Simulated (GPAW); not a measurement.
# Cutoff, mesh and smearing for a 3-layer slab of Ir(111)

Aim: the settings at which the work function of a 3-layer slab of Ir(111) stops moving.

Program: GPAW 26.7.0. Level of theory: GPAW, PAW setups; slab in vacuum. Results are calculated unless marked as measured.

**1. The structure**

The cell holds 3 atoms: 3 Ir. Cell: a = 2.715 Å, b = 2.715 Å, c = 18.434 Å, α = 90.0°, β = 90.0°, γ = 60.0°. Vacuum lies along c.

Coordinates:

```cif
data_structure
_symmetry_space_group_name_H-M 'P 1'
_symmetry_Int_Tables_number 1
_cell_length_a 2.7153
_cell_length_b 2.7153
_cell_length_c 18.4341
_cell_angle_alpha 90.000
_cell_angle_beta 90.000
_cell_angle_gamma 60.000
_cell_volume 117.70
loop_
_atom_site_label
_atom_site_type_symbol
_atom_site_fract_x
_atom_site_fract_y
_atom_site_fract_z
_atom_site_occupancy
Ir1 Ir 0.33333 0.33333 0.37973 1
Ir2 Ir 0.66667 0.66667 0.50000 1
Ir3 Ir 0.00000 0.00000 0.62027 1
```

**2. Relaxation**

The atoms are relaxed first, since the surface dipole, and with it the work function, follows the positions of the outer layers. The lowest 1 atoms are held at bulk positions and keep their forces.

run.py

```python
import json
import numpy as np
from ase import Atoms
from ase.constraints import FixAtoms
from ase.optimize import BFGS
from gpaw import GPAW, PW

slab = Atoms(
    ['Ir', 'Ir', 'Ir'],
    positions=[
        [1.35765, 0.78384, 7.00000],
        [2.71529, 1.56767, 9.21703],
        [0.00000, 0.00000, 11.43405]],
    cell=[[2.71529, 0.0, 0.0], [1.35765, 2.35151, 0.0], [0.0, 0.0, 18.43405]],
    pbc=[True, True, False])

slab.calc = GPAW(mode=PW(400), xc='PBE', kpts={'size': (13, 13, 1), 'gamma': True},
                 occupations={'name': 'fermi-dirac', 'width': 0.1}, nbands='140%',
                 convergence={'density': 0.0001}, maxiter=200,
                 poissonsolver={'dipolelayer': 'xy'},
                 symmetry={'tolerance': 1e-3}, txt='slab.txt')
result = {}
slab.set_constraint(FixAtoms([0]))
path = []
opt = BFGS(slab, maxstep=0.2)
opt.attach(lambda: path.append((slab.get_potential_energy(), slab.positions.tolist(), slab.get_forces().tolist())))
result['relaxed'] = bool(opt.run(fmax=0.05, steps=30))
result['path'] = path
energy = slab.get_potential_energy()
fermi = slab.calc.get_fermi_level()
v = slab.calc.get_electrostatic_potential().mean((0, 1)) - fermi
n = slab.calc.get_pseudo_density().mean((0, 1))
L = slab.cell[2, 2]
z = np.arange(len(v)) * L / len(v)
low, high = slab.positions[:, 2].min(), slab.positions[:, 2].max()
below, above = np.interp([low - 4.8, high + 4.8], z, v)
slopes = [np.interp(x, z, np.gradient(v, z)) for x in (low - 4.8, high + 4.8)]
eps = np.array([[slab.calc.get_eigenvalues(k, s) for k in range(len(slab.calc.get_ibz_k_points()))]
                for s in range(slab.calc.get_number_of_spins())]) - fermi
top, bottom = eps[eps < 0].max(), eps[eps > 0].min()
dipole = slab.get_dipole_moment()[2]
print(f'energy {energy:.4f} eV, Fermi level {fermi:.4f} eV, dipole {dipole:.5f} e A')
print(f'potential 4.8 A off the faces, from the Fermi level: lower {below:.4f} eV, upper {above:.4f} eV')
print(f'slope of the potential there: lower {slopes[0]:.5f}, upper {slopes[1]:.5f} eV/A')
print(f'nearest levels on the mesh: {top:.4f} and {bottom:.4f} eV')
print('magnetic moment', round(slab.get_magnetic_moment(), 3))
result.update(energy=energy, fermi=fermi, dipole=dipole, below=below, above=above, slopes=slopes, edges=[top, bottom],
              z=z.tolist(), v=v.tolist(), n=n.tolist(), positions=slab.positions.tolist(),
              forces=slab.get_forces(apply_constraint=False).tolist(), moments=slab.get_magnetic_moments().tolist())
json.dump(result, open('result.json', 'w'))
```

Command:

```bash
> OMP_NUM_THREADS=1 OPENBLAS_NUM_THREADS=1 python run.py
```

The program printed:

```text
Step          Energy          fmax
BFGS:    0      -26.266344        0.399295
BFGS:    1      -26.268464        0.349247
BFGS:    2      -26.275987        0.361312
BFGS:    3      -26.277393        0.289415
BFGS:    4      -26.280591        0.065179
BFGS:    5      -26.280704        0.005937
energy -26.2117 eV, Fermi level 1.9148 eV, dipole -0.00014 e A
potential 4.8 A off the faces, from the Fermi level: lower 5.3840 eV, upper 5.3835 eV
slope of the potential there: lower -0.00051, upper 0.00033 eV/A
nearest levels on the mesh: -0.0294 and 0.0096 eV
magnetic moment 0.0
```

Run time: 2.9 min. Hardware: 1 thread of Intel Xeon Platinum 8259CL at 2.50GHz (Skylake/Cascade Lake), shared host; peak memory 0.18 GiB.

Step by step:

```tsv
step	energy less that of the first step (eV)	largest force (eV/Å)
1	0.0000	0.3993
2	-0.0025	0.3492
3	-0.0125	0.3613
4	-0.0139	0.2894
5	-0.0181	0.0652
6	-0.0182	0.0059
```

The atoms that moved most (Å):

```tsv
atom	dx	dy	dz	length
Ir3	0.000	0.000	-0.070	0.070
Ir2	0.000	0.000	-0.035	0.035
```

The relaxed structure:

```xyz
3
Lattice="2.7153 0.0000 0.0000 1.3576 2.3515 0.0000 0.0000 0.0000 18.4341" Properties=species:S:1:pos:R:3
Ir    1.3576    0.7838    7.0000
Ir    2.7153    1.5677    9.1820
Ir    0.0000    0.0000   11.3645
```

Numbers from this step:

```
dipole along the normal                    : -1.36e-4 e·Å
levels nearest the Fermi level on the mesh : -0.02939, 0.009564 eV from the Fermi level
upper work function                        : 5.383 eV
lower work function                        : 5.384 eV
```

The electrostatic potential energy of an electron (without an applied field's), less the Fermi level, planar mean by z:

```tsv
z (Å)	electrostatic potential energy of an electron (without an applied field's), less the Fermi level, planar mean (eV)
0.0	5.38
0.5	5.38
1.0	5.38
1.5	5.38
2.0	5.38
2.5	5.38
3.0	5.38
3.5	5.38
4.0	5.36
4.5	5.29
5.0	5.03
5.5	3.99
6.0	-0.123
6.5	-14.6
7.0	-30.7
7.5	-15.1
8.0	-2.49
8.5	-8.69
9.0	-28.5
9.5	-23.5
10.0	-5.21
10.5	-4.05
11.0	-21.0
11.5	-29.0
12.0	-9.16
12.5	1.62
13.0	4.43
13.5	5.14
14.0	5.32
14.5	5.37
15.0	5.38
15.5	5.38
16.0	5.38
16.5	5.38
17.0	5.38
17.5	5.38
18.0	5.38
```

Pseudo valence density, planar mean against z:

z (Å), pseudo valence density, planar mean (e/Å³) and a bar from the least value:
```
     0.00       0.00 
     0.61       0.00 
     1.23       0.00 
     1.84       0.00 
     2.46       0.00 
     3.07       0.00 
     3.69       0.00 
     4.30       0.00 
     5.12       0.02 
     5.74       0.11 #
     6.35       0.60 ########
     6.96       2.27 ##############################
     7.58       0.76 ##########
     8.19       0.41 #####
     8.81       1.28 #################
     9.42       1.77 #######################
    10.04       0.46 ######
    10.65       0.58 ########
    11.27       2.18 #############################
    11.88       0.87 ###########
    12.49       0.16 ##
    13.11       0.03 
    13.93       0.00 
    14.54       0.00 
    15.16       0.00 
    15.77       0.00 
    16.39       0.00 
    17.00       0.00 
    17.61       0.00 
    18.23       0.00
```

The relaxation lowered the energy of the cell by 0.0182 eV (energies extrapolated to zero smearing; the optimiser's log prints free energies). The largest force left on a free atom is 0.0059 eV/Å.

**3. The slab's potential**

The work function is the vacuum plateau of the electrostatic potential less the Fermi level; a dipole layer lets the two faces have plateaus of their own.

Edit run.py of step 2 so:

```diff
@@ -3,4 +3,2 @@
 from ase import Atoms
-from ase.constraints import FixAtoms
-from ase.optimize import BFGS
 from gpaw import GPAW, PW
@@ -11,4 +9,4 @@
         [1.35765, 0.78384, 7.00000],
-        [2.71529, 1.56767, 9.21703],
-        [0.00000, 0.00000, 11.43405]],
+        [2.71529, 1.56767, 9.18204],
+        [0.00000, 0.00000, 11.36452]],
     cell=[[2.71529, 0.0, 0.0], [1.35765, 2.35151, 0.0], [0.0, 0.0, 18.43405]],
@@ -18,3 +16,3 @@
                  occupations={'name': 'fermi-dirac', 'width': 0.1}, nbands='140%',
-                 convergence={'density': 0.0001}, maxiter=200,
+                 convergence={'density': 1e-05}, maxiter=200,
                  poissonsolver={'dipolelayer': 'xy'},
@@ -22,8 +20,2 @@
 result = {}
-slab.set_constraint(FixAtoms([0]))
-path = []
-opt = BFGS(slab, maxstep=0.2)
-opt.attach(lambda: path.append((slab.get_potential_energy(), slab.positions.tolist(), slab.get_forces().tolist())))
-result['relaxed'] = bool(opt.run(fmax=0.05, steps=30))
-result['path'] = path
 energy = slab.get_potential_energy()
```

The program printed:

```text
energy -26.2117 eV, Fermi level 1.9147 eV, dipole 0.00006 e A
potential 4.8 A off the faces, from the Fermi level: lower 5.3843 eV, upper 5.3837 eV
slope of the potential there: lower -0.00058, upper 0.00040 eV/A
nearest levels on the mesh: -0.0294 and 0.0096 eV
magnetic moment 0.0
```

Wall time 40 s (1 thread); peak memory 0.18 GiB.

This step gave:

```
dipole along the normal                    : 6.16e-5 e·Å
levels nearest the Fermi level on the mesh : -0.02938, 0.009571 eV from the Fermi level
upper work function                        : 5.384 eV
```

Table of electrostatic potential energy of an electron (without an applied field's), less the Fermi level, planar mean by z:

(Unchanged from step 2.)

Table of pseudo valence density, planar mean by z:

```tsv
z (Å)	pseudo valence density, planar mean (e/Å³)
0.00	0
0.41	0
1.02	0
1.43	0
2.05	4.9e-6
2.46	1.4e-5
2.87	4.3e-5
3.48	2.3e-4
3.89	7.1e-4
4.51	0.00377
4.92	0.0116
5.33	0.0355
5.94	0.198
6.35	0.595
6.96	2.27
7.37	1.29
7.78	0.520
8.40	0.504
8.81	1.28
9.42	1.77
9.83	0.638
10.45	0.440
10.86	0.903
11.27	2.18
11.88	0.866
12.29	0.290
12.90	0.0515
13.31	0.0167
13.72	0.00545
14.34	0.00102
14.75	3.3e-4
15.36	6.3e-5
15.77	2.1e-5
16.18	7.1e-6
16.80	0
17.21	0
17.82	0
18.23	0
```

The potential is flat to 5.8e-4 eV/Å where it is read, so the vacuum is wide enough.

**4. Cutoff 200**

The cutoff limits how sharply the smooth valence waves can vary, which tells mostly near the atoms.

Edit run.py of step 3 so:

```diff
@@ -14,3 +14,3 @@
 
-slab.calc = GPAW(mode=PW(400), xc='PBE', kpts={'size': (13, 13, 1), 'gamma': True},
+slab.calc = GPAW(mode=PW(200), xc='PBE', kpts={'size': (13, 13, 1), 'gamma': True},
                  occupations={'name': 'fermi-dirac', 'width': 0.1}, nbands='140%',
```

The program printed:

```text
energy -24.3677 eV, Fermi level 1.9486 eV, dipole 0.00011 e A
potential 4.8 A off the faces, from the Fermi level: lower 5.4025 eV, upper 5.4055 eV
slope of the potential there: lower -0.00136, upper 0.00201 eV/A
nearest levels on the mesh: -0.0279 and 0.0003 eV
magnetic moment 0.0
```

It took 18 s on 1 thread; peak memory 0.14 GiB.

The run finished. A setting was moved off its sound value on purpose, so it serves as a test and not as the result.

The fault put into the input: a cutoff under that of the base run: the energy of the cell lies 1.8 eV from the base value (ecut = 200).

Side by side:

```tsv
quantity	this run	sound run	difference
upper work function (eV)	5.4055	5.3837	0.0218
lower work function (eV)	5.4025	5.3843	0.0183
```

**5. Cutoff 300**

The cutoff limits how sharply the smooth valence waves can vary, which tells mostly near the atoms.

Edit run.py of step 4 so:

```diff
@@ -14,3 +14,3 @@
 
-slab.calc = GPAW(mode=PW(200), xc='PBE', kpts={'size': (13, 13, 1), 'gamma': True},
+slab.calc = GPAW(mode=PW(300), xc='PBE', kpts={'size': (13, 13, 1), 'gamma': True},
                  occupations={'name': 'fermi-dirac', 'width': 0.1}, nbands='140%',
```

The program printed:

```text
energy -25.6956 eV, Fermi level 1.9207 eV, dipole 0.00009 e A
potential 4.8 A off the faces, from the Fermi level: lower 5.3887 eV, upper 5.3891 eV
slope of the potential there: lower -0.00080, upper 0.00096 eV/A
nearest levels on the mesh: -0.0301 and 0.0089 eV
magnetic moment 0.0
```

Elapsed: 29 s, on 1 thread; peak memory 0.16 GiB.

The run finished. A setting was moved off its sound value on purpose, so it serves as a test and not as the result.

The fault put into the input: a cutoff under that of the base run: the energy of the cell lies 0.52 eV from the base value (ecut = 300).

The two runs compared:

```tsv
quantity	this run	sound run	difference
upper work function (eV)	5.3891	5.3837	0.00540
lower work function (eV)	5.3887	5.3843	0.00448
```

**6. Cutoff 700: ecut = 700**

The cutoff limits how sharply the smooth valence waves can vary, which tells mostly near the atoms.

Edit run.py of step 5 so:

```diff
@@ -14,3 +14,3 @@
 
-slab.calc = GPAW(mode=PW(300), xc='PBE', kpts={'size': (13, 13, 1), 'gamma': True},
+slab.calc = GPAW(mode=PW(700), xc='PBE', kpts={'size': (13, 13, 1), 'gamma': True},
                  occupations={'name': 'fermi-dirac', 'width': 0.1}, nbands='140%',
```

The program printed:

```text
energy -26.3446 eV, Fermi level 1.9138 eV, dipole 0.00008 e A
potential 4.8 A off the faces, from the Fermi level: lower 5.3847 eV, upper 5.3847 eV
slope of the potential there: lower -0.00052, upper 0.00052 eV/A
nearest levels on the mesh: -0.0294 and 0.0094 eV
magnetic moment 0.0
```

Elapsed: 1.7 min, on 1 thread; peak memory 0.27 GiB.

This step gave:

| Quantity | Value |
| --- | --- |
| dipole along the normal | 8.36e-5 e·Å |
| levels nearest the Fermi level on the mesh | -0.02942, 0.009366 eV from the Fermi level |
| upper work function | 5.385 eV |
| lower work function | 5.385 eV |

The electrostatic potential energy of an electron (without an applied field's), less the Fermi level, planar mean by z:

```tsv
z (Å)	electrostatic potential energy of an electron (without an applied field's), less the Fermi level, planar mean (eV)
0.0	5.38
0.5	5.38
1.0	5.38
1.5	5.38
2.0	5.38
2.5	5.38
3.0	5.38
3.5	5.38
4.0	5.36
4.5	5.29
5.0	5.03
5.5	3.99
6.0	-0.0833
6.5	-14.6
7.0	-30.8
7.5	-15.1
8.0	-2.48
8.5	-8.73
9.0	-28.5
9.5	-23.5
10.0	-5.15
10.5	-3.99
11.0	-21.0
11.5	-29.1
12.0	-9.14
12.5	1.61
13.0	4.43
13.5	5.14
14.0	5.32
14.5	5.37
15.0	5.38
15.5	5.38
16.0	5.38
16.5	5.38
17.0	5.38
17.5	5.38
18.0	5.38
```

The pseudo valence density, planar mean by z:

z (Å), pseudo valence density, planar mean (e/Å³) and a bar:
```
      3.0       0.00 
      3.5       0.00 
      4.0       0.00 
      4.5       0.00 
      5.0       0.01 
      5.5       0.06 #
      6.0       0.24 ###
      6.5       0.92 ############
      7.0       2.22 ##############################
      7.5       0.94 #############
      8.0       0.41 ######
      8.5       0.61 ########
      9.0       1.95 ##########################
      9.5       1.48 ####################
     10.0       0.48 #######
     10.5       0.47 ######
     11.0       1.33 ##################
     11.5       2.08 ############################
     12.0       0.63 ########
     12.5       0.16 ##
     13.0       0.04 #
     13.5       0.01 
     14.0       0.00 
     14.5       0.00 
     15.0       0.00
```

The upper face's work function is 5.385 eV, against 5.384 eV in the first plane-wave PBE run at this geometry.

**7. K mesh 4×4**

The mesh in the plane samples the bands: a metal's Fermi level needs it dense, and band edges must lie on it.

Edit run.py of step 6 so:

```diff
@@ -14,3 +14,3 @@
 
-slab.calc = GPAW(mode=PW(700), xc='PBE', kpts={'size': (13, 13, 1), 'gamma': True},
+slab.calc = GPAW(mode=PW(400), xc='PBE', kpts={'size': (4, 4, 1), 'gamma': True},
                  occupations={'name': 'fermi-dirac', 'width': 0.1}, nbands='140%',
```

The program printed:

```text
energy -26.9601 eV, Fermi level 1.6922 eV, dipole 0.00006 e A
potential 4.8 A off the faces, from the Fermi level: lower 5.6186 eV, upper 5.6181 eV
slope of the potential there: lower -0.00059, upper 0.00040 eV/A
nearest levels on the mesh: -0.0565 and 0.5013 eV
magnetic moment 0.0
```

The job ended after 12 s (1 thread; peak memory 0.16 GiB).

The run finished with changed settings (kpts = [4, 4]); it serves as a test.

Side by side:

```tsv
quantity	this run	sound run	difference
upper work function (eV)	5.6181	5.3837	0.234
lower work function (eV)	5.6186	5.3843	0.234
```

The two runs differ clearly in the upper work function: 5.62 eV against 5.38 eV.

**8. K mesh 8×8**

The mesh in the plane samples the bands: a metal's Fermi level needs it dense, and band edges must lie on it.

Edit run.py of step 7 so:

```diff
@@ -14,3 +14,3 @@
 
-slab.calc = GPAW(mode=PW(400), xc='PBE', kpts={'size': (4, 4, 1), 'gamma': True},
+slab.calc = GPAW(mode=PW(400), xc='PBE', kpts={'size': (8, 8, 1), 'gamma': True},
                  occupations={'name': 'fermi-dirac', 'width': 0.1}, nbands='140%',
```

The program printed:

```text
energy -26.2195 eV, Fermi level 1.9724 eV, dipole 0.00006 e A
potential 4.8 A off the faces, from the Fermi level: lower 5.3273 eV, upper 5.3268 eV
slope of the potential there: lower -0.00056, upper 0.00038 eV/A
nearest levels on the mesh: -0.0014 and 0.0131 eV
magnetic moment 0.0
```

It took 22 s on 1 thread; peak memory 0.17 GiB.

The run finished with changed settings (kpts = [8, 8]); it serves as a test.

The two runs compared:

```tsv
quantity	this run	sound run	difference
upper work function (eV)	5.3268	5.3837	-0.0570
lower work function (eV)	5.3273	5.3843	-0.0570
```

The two runs differ clearly in the lower work function: 5.33 eV against 5.38 eV.

(Part 1 of 2 ends here.)

[Logs are printed without paths, hosts, clocks, repeated set-up lines and the standing remarks that a program may print on its own settings, such as how far it seeks lower states.]

[Hosts, paths, dates, database ids (printed as entryN), source tags and the programs' standing remarks are cut or masked in the printed files.]
